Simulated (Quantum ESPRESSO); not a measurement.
Consider GdO2 (P2_1/m).

```xyz
6
Lattice="4.1844 0.0000 0.0000 0.0000 3.7287 0.0000 -1.5208 0.0000 5.8899" Properties=species:S:1:pos:R:3 pbc="T T T"
Gd    1.6359    2.7965    4.6994
Gd    1.0277    0.9322    1.1905
O     0.5869    2.7965    2.5974
O     2.0768    0.9322    3.2925
O    -0.4531    2.7965    5.6354
O     3.1168    0.9322    0.2545
```

Absorber: atom 3, with 1 Gd at 2.35 Å and 2 Gd at 2.38 Å (distorted pyramidal, site symmetry m). Method: Quantum ESPRESSO XSpectra, LDA, excited-electron core hole (neutral cell), 12-atom cell with 5.6 Å between holes, 6×6×5 k points, dipole transitions, Lorentzian half width 0.3 eV up to 4 eV, rising linearly to 2.5 eV at 25 eV, without spin-orbit coupling.

Question: What does the O K edge look like?

Main maxima up to 24 eV above the zero (height): 0.1 eV (0.36), 6.6 eV (1.51), 10.0 eV (1.99) and 23.4 eV (1.18). A K edge sees empty p states on the absorber. The total-energy difference is 530.01 eV. One term is added: -8.83 eV, since the hole is spin-paired here and a spin-polarised one costs that much less in the free atom (computed apart). The photon energy is then 521.18 eV. The functional leaves an error in such absolute values: in the free atom LDA prices this hole 4.1 eV below PBE (computed apart), and PBE is itself good to a few eV.

The O K spectrum (energy from the energy zero of the input (xe0, at the border of filled and empty states); intensity scaled to a mean of 1 over the first 20 eV; the points at xe0, where the cut of filled states can leave a spike, are interpolated; polarised curves are means over the symmetry-equivalent atoms):

| E (eV) | isotropic | ε ∥ x | ε ∥ y | ε ∥ z |
| --- | --- | --- | --- | --- |
| -2.0 | 0.02 | 0.02 | 0.03 | 0.02 |
| -1.4 | 0.03 | 0.03 | 0.04 | 0.02 |
| -0.8 | 0.06 | 0.06 | 0.07 | 0.03 |
| -0.2 | 0.20 | 0.22 | 0.30 | 0.09 |
| 0.4 | 0.20 | 0.22 | 0.29 | 0.09 |
| 1.0 | 0.06 | 0.07 | 0.08 | 0.04 |
| 1.6 | 0.05 | 0.05 | 0.05 | 0.04 |
| 2.2 | 0.05 | 0.06 | 0.04 | 0.04 |
| 2.8 | 0.06 | 0.07 | 0.05 | 0.05 |
| 3.4 | 0.07 | 0.09 | 0.05 | 0.06 |
| 4.0 | 0.09 | 0.13 | 0.07 | 0.08 |
| 4.6 | 0.17 | 0.26 | 0.11 | 0.14 |
| 5.2 | 0.38 | 0.67 | 0.22 | 0.27 |
| 5.8 | 1.05 | 2.02 | 0.51 | 0.63 |
| 6.4 | 1.50 | 2.42 | 0.91 | 1.18 |
| 7.0 | 1.49 | 1.87 | 1.13 | 1.46 |
| 7.6 | 1.41 | 1.44 | 1.18 | 1.61 |
| 8.2 | 1.45 | 1.27 | 1.14 | 1.94 |
| 8.8 | 1.62 | 1.15 | 1.39 | 2.32 |
| 9.4 | 1.87 | 1.08 | 1.91 | 2.61 |
| 10.0 | 1.99 | 0.97 | 2.37 | 2.62 |
| 10.6 | 1.83 | 0.86 | 2.34 | 2.27 |
| 11.2 | 1.52 | 0.83 | 1.90 | 1.83 |
| 11.8 | 1.33 | 0.87 | 1.57 | 1.57 |
| 12.4 | 1.29 | 0.93 | 1.45 | 1.48 |
| 13.0 | 1.27 | 1.00 | 1.39 | 1.44 |
| 13.6 | 1.23 | 1.05 | 1.27 | 1.37 |
| 14.2 | 1.18 | 1.08 | 1.17 | 1.31 |
| 14.8 | 1.15 | 1.10 | 1.10 | 1.26 |
| 15.4 | 1.12 | 1.09 | 1.05 | 1.21 |
| 16.0 | 1.09 | 1.10 | 1.02 | 1.15 |
| 16.6 | 1.08 | 1.15 | 1.01 | 1.09 |
| 17.2 | 1.09 | 1.23 | 1.01 | 1.04 |
| 17.8 | 1.11 | 1.32 | 1.02 | 0.99 |
| 18.4 | 1.11 | 1.35 | 1.04 | 0.95 |
| 19.0 | 1.11 | 1.34 | 1.06 | 0.93 |
| 19.6 | 1.11 | 1.29 | 1.10 | 0.93 |
| 20.2 | 1.11 | 1.23 | 1.14 | 0.95 |
| 20.8 | 1.12 | 1.19 | 1.18 | 0.98 |
| 21.4 | 1.13 | 1.16 | 1.22 | 1.02 |
| 22.0 | 1.15 | 1.14 | 1.26 | 1.05 |
| 22.6 | 1.17 | 1.14 | 1.29 | 1.07 |
| 23.2 | 1.18 | 1.13 | 1.31 | 1.08 |
| 23.8 | 1.17 | 1.13 | 1.31 | 1.08 |
| 24.4 | 1.16 | 1.12 | 1.30 | 1.08 |
| 25.0 | 1.15 | 1.10 | 1.27 | 1.07 |
| 25.6 | 1.13 | 1.08 | 1.25 | 1.07 |
| 26.2 | 1.11 | 1.05 | 1.22 | 1.07 |
| 26.8 | 1.10 | 1.03 | 1.19 | 1.07 |
| 27.4 | 1.08 | 1.01 | 1.14 | 1.08 |
| 28.0 | 1.06 | 0.99 | 1.10 | 1.10 |
| 28.6 | 1.05 | 0.98 | 1.05 | 1.11 |
| 29.2 | 1.03 | 0.98 | 1.00 | 1.12 |
| 29.8 | 1.02 | 0.98 | 0.95 | 1.12 |
| 30.4 | 1.00 | 0.98 | 0.91 | 1.11 |
| 31.0 | 0.98 | 0.98 | 0.87 | 1.08 |
| 31.6 | 0.95 | 0.97 | 0.84 | 1.04 |

The run has no spin polarisation, although Gd can carry a moment. Lanthanide 4f electrons are frozen in the core. The unit cell's mesh shows no gap over 0.35 eV. That is right for a metallic compound; for a small-gap or correlated insulator it would be the fault of the functional or of the assumed magnetic order, and the hole would be screened too well. The crystal has 2 inequivalent O sites and not all are shown here, while a measurement adds them all. The holes are only 5.6 Å apart, so the shape is probably not converged with cell size; no larger cell was run here. The structure is a computed Materials Project entry and may be a hypothetical form.

[Banner, clock and machine lines of the logs are left out without a mark of their own.]

[Logs are printed without paths, hosts, clocks, repeated set-up lines and the standing remarks that a program may print on its own settings, such as how far it seeks lower states.]

[Hosts, paths, dates, database ids (printed as entryN), source tags and the programs' standing remarks are cut or masked in the printed files.]

[Lists of maxima count a maximum above −3 eV only where it reaches 4 % of the highest in the window and stands out from its surroundings by 2 % of it (1.5 % where it reaches 55 %); shoulders and weaker maxima are passed over, and of the rest the first, up to two pre-edge ones and the few strongest are named.]
